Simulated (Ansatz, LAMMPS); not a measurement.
# Electronic structure of liquid K(F,Br) at 930 K (94 atoms), part 2 of 2

Wanted: forces, charges and levels of liquid K(F,Br) at 930 K (94 atoms).

Ansatz 0.2.0; Kohn-Sham DFT, r2SCAN, PAW (set soft_2), plane waves.

The cell: 47 K, 18 F and 29 Br. The network of bonds at the start is that of the classical potential that made the cell. The ion parameters were fitted for water, not for melts. Sampling is at Γ alone, for a cell whose shortest periodic width is 15 Å.

So far: Set-up; How the cell was made; Plane-wave single point.

## 3. Plane-wave single point (continued)

Valence density in the ac plane at fractional y = 0.288, with atoms of K and F and Br within 0.2 Å of it. It is the smooth field of the valence electrons, not physical close to the nuclei.

Ten steps, logarithmic in the rise over the least value, from '0' (0.00 × 1e0 e/Å³) to '9' (6.99 × 1e0 e/Å³), each cell a mean:
```
0000000111101345555431011110001345665421000
3553213566532356446531011110001356565421001
7997425788752235555321000000001234554210013
6896324677642112222100000000000011221100013
2332101233210011110000001100000001110000001
0123210000001256653101123221000011110000000
2577752100001478875211234432100000000000000
3688863100001367764111234332100000000000001
2467642000000123321000112211000000000000000
1222210001122211000000000000000000000011000
3565210013455542100134431000000000001344322
4675310124654554211478874201223332112566532
2333100124555553212578875212455554212344321
0000000012344432100245542113565565310011000
0110000011111110000000000012355554210000000
3432100111000000000000000000123321100000002
5653100011000000000000000000000000000000013
3432100111111000000000000000000001100000012
2110000122221000000000000000000012221013454
5200000122211000000000000000000012221146887
5200000011110000000000000000000000000136887
2000000000000000000000000000000000000013454
0000000000000001111000000000000001111000000
0000000000000123443210000000000123443210000
```
Columns run along a (15.2 Å), rows up along c (15.2 Å). Atoms in or near the plane, at fractional coordinates: K at (0.51, 0.49), K at (0.95, 0.16), K at (0.08, 0.69), K at (0.20, 0.88), K at (0.37, 0.72), F at (0.04, 0.88), Br at (0.28, 0.50), Br at (0.39, 0.94).

Mean intrinsic-atomic-orbital charges: Br -0.75, F -0.89, K +0.81 e. The largest share in the top eV of filled states is Br p (81 % of the projected weight), and in the lowest eV of empty states K s (85 % of the projected weight).

## 4. Structure statistics

Bonds and neighbours are counted at the geometry of the runs.

Density 2.12 g/cm³, 37.54 Å³ an atom.

g(r), total and by pair (bins of 0.2 Å):

```tsv
r (Å)	total	K-K	K-Br	K-F	Br-Br	Br-F	F-F
2.30	0.06	0.00	0.00	0.29	0.00	0.00	0.00
2.50	1.10	0.00	0.00	5.73	0.00	0.00	0.00
2.70	1.04	0.00	0.00	5.42	0.00	0.00	0.00
2.90	0.79	0.00	0.83	2.80	0.00	0.00	0.00
3.10	1.52	0.25	3.40	2.11	0.00	0.00	0.00
3.30	1.32	0.23	3.61	0.61	0.00	0.24	0.00
3.50	1.48	1.03	3.21	0.54	0.00	0.63	1.38
3.70	0.98	1.01	1.35	0.37	0.00	1.19	2.55
3.90	1.07	1.17	1.03	0.22	0.43	2.32	2.84
4.10	0.97	1.22	0.86	0.30	0.20	2.08	2.12
4.30	1.22	2.00	0.44	0.44	2.33	1.58	2.35
4.50	1.04	1.45	0.77	0.41	1.31	1.59	1.28
4.70	1.02	1.79	0.28	0.37	2.28	1.33	1.17
4.90	0.99	1.39	0.68	0.42	2.09	1.11	0.71
5.10	0.94	1.41	0.35	0.51	2.43	1.02	0.67
5.30	0.63	0.95	0.29	0.47	0.71	0.86	1.21
5.50	0.80	0.50	0.58	0.98	0.88	1.69	0.58
5.70	0.90	0.67	0.92	1.23	0.93	0.91	0.53
5.90	0.89	0.73	0.83	1.47	0.87	0.69	0.25
6.10	1.14	1.12	1.19	1.65	0.99	0.72	0.00
6.30	1.02	0.93	0.96	1.63	0.75	0.68	0.66
6.50	1.18	0.87	1.36	1.38	1.34	1.08	0.61
6.70	1.05	1.02	1.10	1.11	1.27	0.90	0.40
6.90	1.18	0.99	1.58	1.32	0.84	0.79	0.55
7.10	1.10	0.83	1.48	1.34	0.79	0.59	1.04
7.30	0.88	0.79	1.16	0.79	0.31	0.76	1.46
7.50	0.91	0.97	1.07	0.71	0.77	0.77	1.07
```

Bonds by pair of elements; cutoffs follow the first minimum of g(r), held within bounds set by covalent radii, and pairs that aren't listed don't count as bonded:

```tsv
pair A-B	cutoff (Å)	bonds	mean length (Å)	spread (Å)	shortest (Å)	B about A	A about B
K-Br	3.98	147	3.40	0.257	2.90	3.13	5.07
K-F	3.33	75	2.76	0.214	2.39	1.60	4.17
```

The cutoff for K-Br falls short of the minimum of g(r), so counts run low and odd coordinations can be artefacts.

How many atoms have how many bonded neighbours:

```tsv
element	mean	3	4	5	6	7	8
Br	5.07	1	5	17	4	1	1
F	4.17	1	13	4	0	0	0
K	4.72	2	18	18	9	0	0
```

Bond angles, per cent of each kind in bins of 5°:

```tsv
angle (°)	K-Br-K	Br-K-F	Br-K-Br	K-F-K	F-K-F
50–55	0.6	0.0	0.0	0.0	0.0
55–60	1.3	0.0	0.0	0.0	0.0
60–65	2.6	1.0	0.5	0.0	0.0
65–70	7.7	3.6	1.6	2.5	0.0
70–75	6.7	8.8	3.7	0.0	4.3
75–80	7.7	12.4	4.8	8.3	4.3
80–85	10.9	9.3	12.7	5.8	6.5
85–90	6.7	9.8	12.7	9.1	17.4
90–95	7.4	8.2	12.2	5.8	13.0
95–100	6.1	3.6	7.9	12.4	10.9
100–105	3.5	6.2	7.4	10.7	6.5
105–110	2.2	2.1	4.2	5.8	6.5
110–115	2.6	4.1	3.7	9.1	2.2
115–120	2.9	4.6	3.2	5.0	0.0
120–125	3.2	2.1	1.6	5.8	2.2
125–130	3.2	3.6	1.6	2.5	2.2
130–135	4.2	2.6	2.1	3.3	6.5
135–140	5.5	2.6	4.2	1.7	2.2
140–145	4.8	3.1	2.6	2.5	0.0
145–150	3.9	1.6	3.2	4.1	2.2
150–155	2.9	3.6	2.6	1.7	6.5
155–160	1.0	2.1	0.5	0.0	0.0
160–165	0.6	2.1	2.1	0.8	2.2
165–170	1.6	1.0	4.2	0.8	2.2
170–175	0.3	1.0	0.5	1.7	0.0
175–180	0.0	1.0	0.0	0.8	2.2
```

Bond angles (no mean is given where the spread exceeds 20°):

```tsv
angle	count	mean (°)	spread (°)
K-Br-K	312	-	-
Br-K-F	194	-	-
Br-K-Br	189	-	-
K-F-K	121	-	-
F-K-F	46	-	-
```

Bond length by coordination (bonds to H left out):

```tsv
element	coordination	atoms	mean bond length (Å)
Br	3	1	3.47
Br	4	5	3.32
Br	5	17	3.38
Br	6	4	3.42
Br	7	1	3.62
Br	8	1	3.53
F	3	1	2.72
F	4	13	2.74
F	5	4	2.82
K	3	2	3.11
K	4	18	3.1
K	5	18	3.21
K	6	9	3.25
```

For some of the pairs, g(r) has its first main peak near 3.2 Å (K-Br), 2.6 Å (K-F), 3.9 Å (Br-F) and 4.0 Å (F-F).

The surroundings of K35, which bears the longest force, nearest first, numbered as they follow in the input and with coordinates relative to it.

```tsv
atom	x	y	z	distance (Å)	bonds	intrinsic-atomic-orbital charge (e)	Fx	Fy	Fz (eV/Å)
K35	0.00	0.00	0.00	0.00	6	0.79	0.40	-0.13	1.02
F50	1.71	-1.01	1.98	2.80	4	-0.90	-0.43	0.21	0.10
Br69	0.39	0.15	-2.87	2.90	4	-0.77	0.19	0.02	-0.80
Br83	-0.78	-2.89	0.89	3.13	6	-0.73	0.06	-0.24	-0.11
K22	-1.78	2.81	-0.63	3.39	4	0.81	-0.60	0.16	-0.89
Br88	0.75	3.46	0.97	3.67	5	-0.75	0.01	0.21	-0.07
K45	-1.11	-2.77	-2.56	3.93	5	0.76	0.05	-0.01	-0.09
Br90	-1.99	1.28	3.14	3.93	5	-0.76	0.00	-0.10	-0.15
Br87	-3.45	-0.38	-1.93	3.97	7	-0.75	0.16	-0.01	-0.07
K3	-0.05	-1.46	3.74	4.02	5	0.79	-0.03	-0.26	-0.15
```

The column of bonds counts only the pairs K-Br within 3.98 Å, K-F within 3.33 Å; other neighbours, such as metal atoms beside each other in a compound, aren't counted, and periodic images can show an atom twice.

## 5. Summary of results

```json
{
  "free energy per atom": "-1789.5056 eV/atom",
  "pressure": "-0.9983 GPa",
  "r.m.s. force component": "0.2811 eV/Å",
  "gap (highest filled to lowest empty level)": "3.595 eV",
  "wall time of the 1 DFT run": "81 s"
}
```

The highest filled and lowest empty levels differ by 3.59 eV (at Γ alone); a semilocal functional tends to put such gaps too low. In a disordered cell it changes from sample to sample and from frame to frame.

**Limits.** The force components of 0.28 eV/Å r.m.s. hold both thermal displacement and the mismatch between the potential that made the cell and DFT. The pressure of a single frame lacks the kinetic term.

[Logs are printed without paths, hosts, clocks, repeated set-up lines and the standing remarks that a program may print on its own settings, such as how far it seeks lower states.]

[Hosts, paths, dates, database ids (printed as entryN), source tags and the programs' standing remarks are cut or masked in the printed files.]
